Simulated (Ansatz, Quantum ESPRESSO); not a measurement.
# Band line-up of the CdS/CuI(110) superlattice, 5 + 5 layers, a = 5.89 Å, part 3 of 7

Aim: valence and conduction offsets of the CdS/CuI(110) superlattice, 5 + 5 layers, a = 5.89 Å from the line-up of mean potentials.

Quantum ESPRESSO 7.5; plane-wave DFT, LDA, GBRV ultrasoft pseudopotentials; cross-check by Ansatz 0.2.0 with PAW datasets.

So far. Step 3 (Ground state of bulk CdS): The run needed 8 iterations to bring the estimated error under 1e-07 Ry.

## (7) Self-consistent run of bulk CuI

System of this step: CuI, zinc blende at a = 5.89 Å. Symmetry: F-43m, No. 216, cubic system. The conventional cell has a = 5.890 Å, b = 5.890 Å, c = 5.890 Å, α = 90.00°, β = 90.00°, γ = 90.00°. Nearest to Cu lie 4 I at 2.55 Å. I has 4 Cu at 2.55 Å nearest. Farther neighbours and most contacts between anions are not listed.

Contents of b.in:

```
&control
  prefix = 'b'
  outdir = './out'
  pseudo_dir = './pseudo'
  calculation = 'scf'
  tprnfor = .true.
/
&system
  ibrav = 0
  nat = 4
  ntyp = 2
  ecutwfc = 40
  ecutrho = 200
  occupations = 'smearing'
  smearing = 'fd'
  degauss = 0.002
/
&electrons
  conv_thr = 1e-07
  mixing_beta = 0.5
  electron_maxstep = 120
/
ATOMIC_SPECIES
  Cu  63.5460  cu_lda_v1.2.uspp.F.UPF
  I   126.9045  i_lda_v1.uspp.F.UPF
CELL_PARAMETERS angstrom
  5.89000000000000 0.00000000000000 0.00000000000000
  0.00000000000000 4.16485894118876 0.00000000000000
  0.00000000000000 0.00000000000000 4.16485894118876
ATOMIC_POSITIONS crystal
  Cu  0.000000000000 0.000000000000 0.000000000000
  I   0.250000000000 0.500000000000 0.000000000000
  Cu  0.500000000000 0.500000000000 0.500000000000
  I   0.750000000000 0.000000000000 0.500000000000
K_POINTS automatic
  6 8 8 0 0 0
```

Started as:

```sh
$ OMP_NUM_THREADS=1 mpirun -n 4 pw.x -nk 4 -in b.in > b.out
```

Log:

```text
[banner, memory and clock lines left out]
Program PWSCF v.7.5 starts

          URL

     Found identity + ( -0.5000 -0.5000 -0.5000) symmetry
     This is a supercell, fractional translations are disabled
     Message from routine setup:
     using ibrav=0 with symmetry is DISCOURAGED, use correct ibrav instead

     G-vector sticks info

     bravais-lattice index     =            0
     lattice parameter (alat)  =      11.1305  a.u.
     unit-cell volume          =     689.4654 (a.u.)^3
     number of atoms/cell      =            4
     number of atomic types    =            2
     number of electrons       =        52.00
     number of Kohn-Sham states=           31
     kinetic-energy cutoff     =      40.0000  Ry
     charge density cutoff     =     200.0000  Ry
     scf convergence threshold =      1.0E-07
     mixing beta               =       0.5000
     number of iterations used =            8  plain     mixing
     Exchange-correlation= SLA  PZ   NOGX NOGC
                           (   1   1   0   0   0   0   0)

     celldm(1)=  11.130487  celldm(2)=   0.000000  celldm(3)=   0.000000
     celldm(4)=   0.000000  celldm(5)=   0.000000  celldm(6)=   0.000000

     crystal axes: (cart. coord. in units of alat)
               a(1) = (   1.000000   0.000000   0.000000 )
               a(2) = (   0.000000   0.707107   0.000000 )
               a(3) = (   0.000000   0.000000   0.707107 )

     reciprocal axes: (cart. coord. in units 2 pi/alat)
               b(1) = (  1.000000  0.000000  0.000000 )
               b(2) = (  0.000000  1.414214  0.000000 )
               b(3) = (  0.000000  0.000000  1.414214 )

     PseudoPot. # 1 for Cu read from file:
     ./pseudo/cu_lda_v1.2.uspp.F.UPF
     Pseudo is Ultrasoft + core correction, Zval = 19.0
     Generated by new atomic code, or converted to UPF format
     Using radial grid of  867 points,  6 beta functions with:
                l(1) =   0
                l(2) =   0
                l(3) =   1
                l(4) =   1
                l(5) =   2
                l(6) =   2
     Q(r) pseudized with  8 coefficients,  rinner =    1.150   1.150   1.150
                                                       1.150   1.150

     PseudoPot. # 2 for I  read from file:
     ./pseudo/i_lda_v1.uspp.F.UPF
     Pseudo is Ultrasoft + core correction, Zval =  7.0
     Generated by new atomic code, or converted to UPF format
     Using radial grid of  893 points,  6 beta functions with:
                l(1) =   0
                l(2) =   0
                l(3) =   1
                l(4) =   1
                l(5) =   2
                l(6) =   2
     Q(r) pseudized with  8 coefficients,  rinner =    1.500   1.500   1.500
                                                       1.500   1.500

     atomic species   valence    mass     pseudopotential
     Cu               19.00    63.54600     Cu( 1.00)
     I                 7.00   126.90450     I ( 1.00)

      8 Sym. Ops. (no inversion) found

   Cartesian axes

     site n.     atom                  positions (alat units)
         1        Cu     tau(   1) = (   0.0000000   0.0000000   0.0000000  )
         2        I      tau(   2) = (   0.2500000   0.3535534   0.0000000  )
         3        Cu     tau(   3) = (   0.5000000   0.3535534   0.3535534  )
         4        I      tau(   4) = (   0.7500000   0.0000000   0.3535534  )

     number of k points=    60  Fermi-Dirac smearing, width (Ry)=  0.0020
                       cart. coord. in units 2pi/alat
        k(    1) = (   0.0000000   0.0000000   0.0000000), wk =   0.0052083
        k(    2) = (   0.0000000   0.0000000   0.1767767), wk =   0.0208333
        k(    3) = (   0.0000000   0.0000000   0.3535534), wk =   0.0208333
        k(    4) = (   0.0000000   0.0000000   0.5303301), wk =   0.0208333
        k(    5) = (   0.0000000   0.0000000  -0.7071068), wk =   0.0104167
        k(    6) = (   0.0000000   0.1767767   0.1767767), wk =   0.0208333
        k(    7) = (   0.0000000   0.1767767   0.3535534), wk =   0.0416667
        k(    8) = (   0.0000000   0.1767767   0.5303301), wk =   0.0416667
        k(    9) = (   0.0000000   0.1767767  -0.7071068), wk =   0.0208333
        k(   10) = (   0.0000000   0.3535534   0.3535534), wk =   0.0208333
        k(   11) = (   0.0000000   0.3535534   0.5303301), wk =   0.0416667
        k(   12) = (   0.0000000   0.3535534  -0.7071068), wk =   0.0208333
        k(   13) = (   0.0000000   0.5303301   0.5303301), wk =   0.0208333
        k(   14) = (   0.0000000   0.5303301  -0.7071068), wk =   0.0208333
        k(   15) = (   0.0000000  -0.7071068  -0.7071068), wk =   0.0052083
        k(   16) = (   0.1666667   0.0000000   0.0000000), wk =   0.0104167
        k(   17) = (   0.1666667   0.0000000   0.1767767), wk =   0.0416667
        k(   18) = (   0.1666667   0.0000000   0.3535534), wk =   0.0416667
        k(   19) = (   0.1666667   0.0000000   0.5303301), wk =   0.0416667
        k(   20) = (   0.1666667   0.0000000  -0.7071068), wk =   0.0208333
        k(   21) = (   0.1666667   0.1767767   0.1767767), wk =   0.0416667
        k(   22) = (   0.1666667   0.1767767   0.3535534), wk =   0.0833333
        k(   23) = (   0.1666667   0.1767767   0.5303301), wk =   0.0833333
        k(   24) = (   0.1666667   0.1767767  -0.7071068), wk =   0.0416667
        k(   25) = (   0.1666667   0.3535534   0.3535534), wk =   0.0416667
        k(   26) = (   0.1666667   0.3535534   0.5303301), wk =   0.0833333
        k(   27) = (   0.1666667   0.3535534  -0.7071068), wk =   0.0416667
        k(   28) = (   0.1666667   0.5303301   0.5303301), wk =   0.0416667
        k(   29) = (   0.1666667   0.5303301  -0.7071068), wk =   0.0416667
        k(   30) = (   0.1666667  -0.7071068  -0.7071068), wk =   0.0104167
        k(   31) = (   0.3333333   0.0000000   0.0000000), wk =   0.0104167
        k(   32) = (   0.3333333   0.0000000   0.1767767), wk =   0.0416667
        k(   33) = (   0.3333333   0.0000000   0.3535534), wk =   0.0416667
        k(   34) = (   0.3333333   0.0000000   0.5303301), wk =   0.0416667
        k(   35) = (   0.3333333   0.0000000  -0.7071068), wk =   0.0208333
        k(   36) = (   0.3333333   0.1767767   0.1767767), wk =   0.0416667
        k(   37) = (   0.3333333   0.1767767   0.3535534), wk =   0.0833333
        k(   38) = (   0.3333333   0.1767767   0.5303301), wk =   0.0833333
        k(   39) = (   0.3333333   0.1767767  -0.7071068), wk =   0.0416667
        k(   40) = (   0.3333333   0.3535534   0.3535534), wk =   0.0416667
        k(   41) = (   0.3333333   0.3535534   0.5303301), wk =   0.0833333
[...]
6.0568   6.2073  10.5662  10.8457  11.8748  12.5135  12.8235

          k = 0.3333 0.3536-0.7071 (  2954 PWs)   bands (ev):

  -103.6973-103.6972 -61.5721 -61.5720 -61.5719 -61.5718 -61.5718 -61.5717
    -6.4244  -6.4244   1.4924   1.4924   2.7348   2.7348   3.2718   3.2719
     4.9430   4.9430   5.0592   5.0592   5.1572   5.1572   5.7229   5.7230
     5.9917   5.9917  10.5295  10.5295  12.1758  12.1758  13.6615

          k = 0.3333 0.5303 0.5303 (  2959 PWs)   bands (ev):

  -103.6973-103.6972 -61.5721 -61.5720 -61.5719 -61.5718 -61.5718 -61.5717
    -6.4143  -6.3346   1.6078   1.6501   2.3384   2.7053   3.2184   3.2715
     4.8696   4.9547   5.0169   5.0369   5.2363   5.2611   5.4070   5.4649
     5.8615   5.9152  10.4344  11.2405  11.4071  12.4495  12.9437

          k = 0.3333 0.5303-0.7071 (  2946 PWs)   bands (ev):

  -103.6973-103.6972 -61.5721 -61.5720 -61.5719 -61.5718 -61.5718 -61.5717
    -6.3364  -6.3364   1.5556   1.5556   2.5658   2.5658   3.2097   3.2097
     4.9098   4.9099   5.0355   5.0355   5.1611   5.1611   5.4366   5.4366
     5.7705   5.7705  10.7016  10.7016  11.8438  11.8438  13.7752

          k = 0.3333-0.7071-0.7071 (  2976 PWs)   bands (ev):

  -103.6973-103.6972 -61.5721 -61.5721 -61.5719 -61.5718 -61.5718 -61.5718
    -6.2987  -6.2987   1.5236   1.5236   2.6070   2.6070   3.1422   3.1422
     4.9516   4.9516   4.9750   4.9750   5.1229   5.1230   5.3544   5.3544
     5.6883   5.6883  11.0255  11.0255  11.2970  11.2971  14.5458

          k =-0.5000 0.0000 0.0000 (  2950 PWs)   bands (ev):

  -103.6973-103.6972 -61.5719 -61.5718 -61.5718 -61.5718 -61.5717 -61.5717
    -6.8022  -6.8022   2.1635   2.1635   3.2284   3.2284   3.2284   3.2284
     4.9078   4.9079   5.0768   5.0768   5.9746   5.9747   6.2252   6.2252
     6.2253   6.2253  10.3964  10.3964  10.7243  10.7243  14.2377

          k =-0.5000 0.0000 0.1768 (  2936 PWs)   bands (ev):

  -103.6973-103.6972 -61.5719 -61.5719 -61.5718 -61.5718 -61.5717 -61.5717
    -6.7659  -6.7659   2.0578   2.0578   3.1815   3.1816   3.2398   3.2399
     4.9286   4.9286   5.0729   5.0729   5.7088   5.7088   6.2566   6.2567
     6.3161   6.3162  10.5190  10.5190  11.1351  11.1351  13.2774

          k =-0.5000 0.0000 0.3536 (  2952 PWs)   bands (ev):

  -103.6973-103.6972 -61.5720 -61.5720 -61.5718 -61.5718 -61.5717 -61.5717
    -6.6752  -6.6752   1.7198   1.7198   3.1754   3.1754   3.2672   3.2672
     4.9775   4.9775   5.0652   5.0653   5.3734   5.3734   6.3351   6.3352
     6.3882   6.3882  10.1774  10.1775  12.1049  12.1049  13.3888

          k =-0.5000 0.0000 0.5303 (  2924 PWs)   bands (ev):

  -103.6973-103.6972 -61.5720 -61.5720 -61.5718 -61.5718 -61.5717 -61.5717
    -6.5793  -6.5793   1.3326   1.3326   3.2568   3.2568   3.2940   3.2940
     5.0296   5.0297   5.0601   5.0601   5.1758   5.1759   6.4182   6.4183
     6.4353   6.4353   9.6535   9.6535  12.4733  12.4733  12.8687

          k =-0.5000 0.0000-0.7071 (  2952 PWs)   bands (ev):

  -103.6973-103.6972 -61.5721 -61.5720 -61.5718 -61.5718 -61.5717 -61.5717
    -6.5379  -6.5379   1.1691   1.1691   3.3049   3.3049   3.3049   3.3049
     5.0586   5.0586   5.0586   5.0587   5.1082   5.1082   6.4543   6.4543
     6.4544   6.4544   9.4164   9.4164  12.6673  12.6673  12.6673

          k =-0.5000 0.1768 0.1768 (  2940 PWs)   bands (ev):

  -103.6973-103.6972 -61.5720 -61.5719 -61.5719 -61.5718 -61.5717 -61.5717
    -6.7301  -6.7301   2.0051   2.0051   3.0553   3.0553   3.2844   3.2845
     4.9422   4.9422   5.0693   5.0694   5.6488   5.6488   5.9449   5.9450
     6.5269   6.5269  10.8842  10.8842  11.2952  11.2952  12.8198

          k =-0.5000 0.1768 0.3536 (  2946 PWs)   bands (ev):

  -103.6973-103.6972 -61.5720 -61.5720 -61.5719 -61.5718 -61.5717 -61.5717
    -6.6403  -6.6403   1.7575   1.7575   2.9713   2.9713   3.3134   3.3134
     4.9752   4.9753   5.0586   5.0587   5.3838   5.3838   5.9163   5.9163
     6.5687   6.5688  10.5737  10.5737  12.1982  12.1982  12.9457

          k =-0.5000 0.1768 0.5303 (  2942 PWs)   bands (ev):

  -103.6973-103.6972 -61.5720 -61.5720 -61.5718 -61.5718 -61.5717 -61.5717
    -6.5455  -6.5455   1.4073   1.4073   3.0543   3.0543   3.3165   3.3165
     5.0175   5.0176   5.0374   5.0374   5.1976   5.1976   6.0305   6.0305
     6.4688   6.4688  10.1305  10.1305  12.3073  12.3073  13.0095

          k =-0.5000 0.1768-0.7071 (  2956 PWs)   bands (ev):

  -103.6973-103.6972 -61.5721 -61.5720 -61.5718 -61.5718 -61.5717 -61.5717
    -6.5047  -6.5047   1.2512   1.2512   3.1281   3.1281   3.3014   3.3014
     5.0194   5.0195   5.0524   5.0524   5.1320   5.1320   6.1470   6.1470
     6.3438   6.3438   9.9618   9.9618  12.2377  12.2377  13.0071

          k =-0.5000 0.3536 0.3536 (  2956 PWs)   bands (ev):

  -103.6973-103.6972 -61.5720 -61.5720 -61.5719 -61.5718 -61.5717 -61.5717
    -6.5531  -6.5531   1.7755   1.7755   2.6646   2.6646   3.3285   3.3285
     4.9772   4.9773   5.0256   5.0256   5.3848   5.3848   5.5929   5.5929
     6.4823   6.4823  10.8376  10.8376  12.5512  12.5512  13.1979

          k =-0.5000 0.3536 0.5303 (  2954 PWs)   bands (ev):

  -103.6973-103.6972 -61.5720 -61.5720 -61.5719 -61.5718 -61.5718 -61.5717
    -6.4613  -6.4613   1.5945   1.5945   2.6346   2.6346   3.3035   3.3035
     4.9718   4.9719   5.0037   5.0038   5.2561   5.2561   5.6142   5.6143
     6.2380   6.2380  10.8345  10.8345  12.1731  12.1731  13.4564

          k =-0.5000 0.3536-0.7071 (  2952 PWs)   bands (ev):

  -103.6973-103.6972 -61.5721 -61.5720 -61.5719 -61.5718 -61.5718 -61.5717
    -6.4218  -6.4218   1.4692   1.4692   2.7054   2.7054   3.2735   3.2735
     4.9474   4.9474   5.0384   5.0385   5.1718   5.1718   5.6979   5.6980
     6.0719   6.0719  10.9125  10.9125  11.8293  11.8293  13.6561

          k =-0.5000 0.5303 0.5303 (  2960 PWs)   bands (ev):

  -103.6973-103.6972 -61.5720 -61.5720 -61.5719 -61.5718 -61.5718 -61.5717
    -6.3728  -6.3728   1.7252   1.7253   2.3489   2.3489   3.2433   3.2433
     4.9195   4.9195   5.0001   5.0002   5.2999   5.2999   5.3601   5.3601
     5.9526   5.9526  11.2409  11.2409  12.3951  12.3951  12.9620

          k =-0.5000 0.5303-0.7071 (  2944 PWs)   bands (ev):

  -103.6973-103.6972 -61.5721 -61.5720 -61.5719 -61.5718 -61.5718 -61.5717
    -6.3347  -6.3347   1.6960   1.6960   2.3543   2.3543   3.1895   3.1895
     4.9052   4.9052   5.0166   5.0166   5.1828   5.1828   5.3884   5.3885
     5.8232   5.8232  11.5863  11.5863  11.9918  11.9918  13.2301

          k =-0.5000-0.7071-0.7071 (  2960 PWs)   bands (ev):

  -103.6973-103.6972 -61.5721 -61.5721 -61.5719 -61.5719 -61.5719 -61.5717
    -6.2974  -6.2974   1.7434   1.7434   2.3030   2.3030   3.1159   3.1159
     4.9427   4.9427   4.9561   4.9561   5.1236   5.1237   5.3280   5.3280
     5.7323   5.7324  11.9029  11.9029  12.0943  12.0943  13.3612

     the Fermi energy is     7.9979 ev

!    total energy              =    -936.51519190 Ry
     estimated scf accuracy    <       0.00000004 Ry
     smearing contrib. (-TS)   =      -0.00000000 Ry
     internal energy E=F+TS    =    -936.51519190 Ry

     The total energy is F=E-TS. E is the sum of the following terms:
     one-electron contribution =    -816.08396307 Ry
     hartree contribution      =     427.30045660 Ry
     xc contribution           =    -171.62802667 Ry
     ewald contribution        =    -376.10365876 Ry

     convergence has been achieved in  18 iterations

     Forces acting on atoms (cartesian axes, Ry/au):

     atom    1 type  1   force =     0.00000000    0.00000000    0.00000000
     atom    2 type  2   force =     0.00000023    0.00000000    0.00000000
     atom    3 type  1   force =     0.00000000    0.00000000    0.00000000
     atom    4 type  2   force =    -0.00000023    0.00000000    0.00000000

     Total force =     0.000000     Total SCF correction =     0.000011
     SCF correction compared to forces is large: reduce conv_thr to get better values

     XML data file, charge density, pseudopotentials, collected wavefunctions

                                        0.00s GPU  (    1167 calls)
```

It took 37 s on 4 MPI ranks of Arm Neoverse V1, shared host; peak memory 0.44 GiB; 2.4 min of CPU time.

Numbers from this step:

* free energy: -12741.9383 eV
* Fermi energy: 7.998 eV

(Part 3 of 7 ends here.)

[Logs are printed without paths, hosts, clocks, repeated set-up lines and the standing remarks that a program may print on its own settings, such as how far it seeks lower states.]

[Hosts, paths, dates, database ids (printed as entryN), source tags and the programs' standing remarks are cut or masked in the printed files.]

[Maps of the electrostatic potential energy from Ansatz leave out the sawtooth potential of an applied field or a dipole correction, so their vacuum need not be flat; planar profiles and work functions include it.]
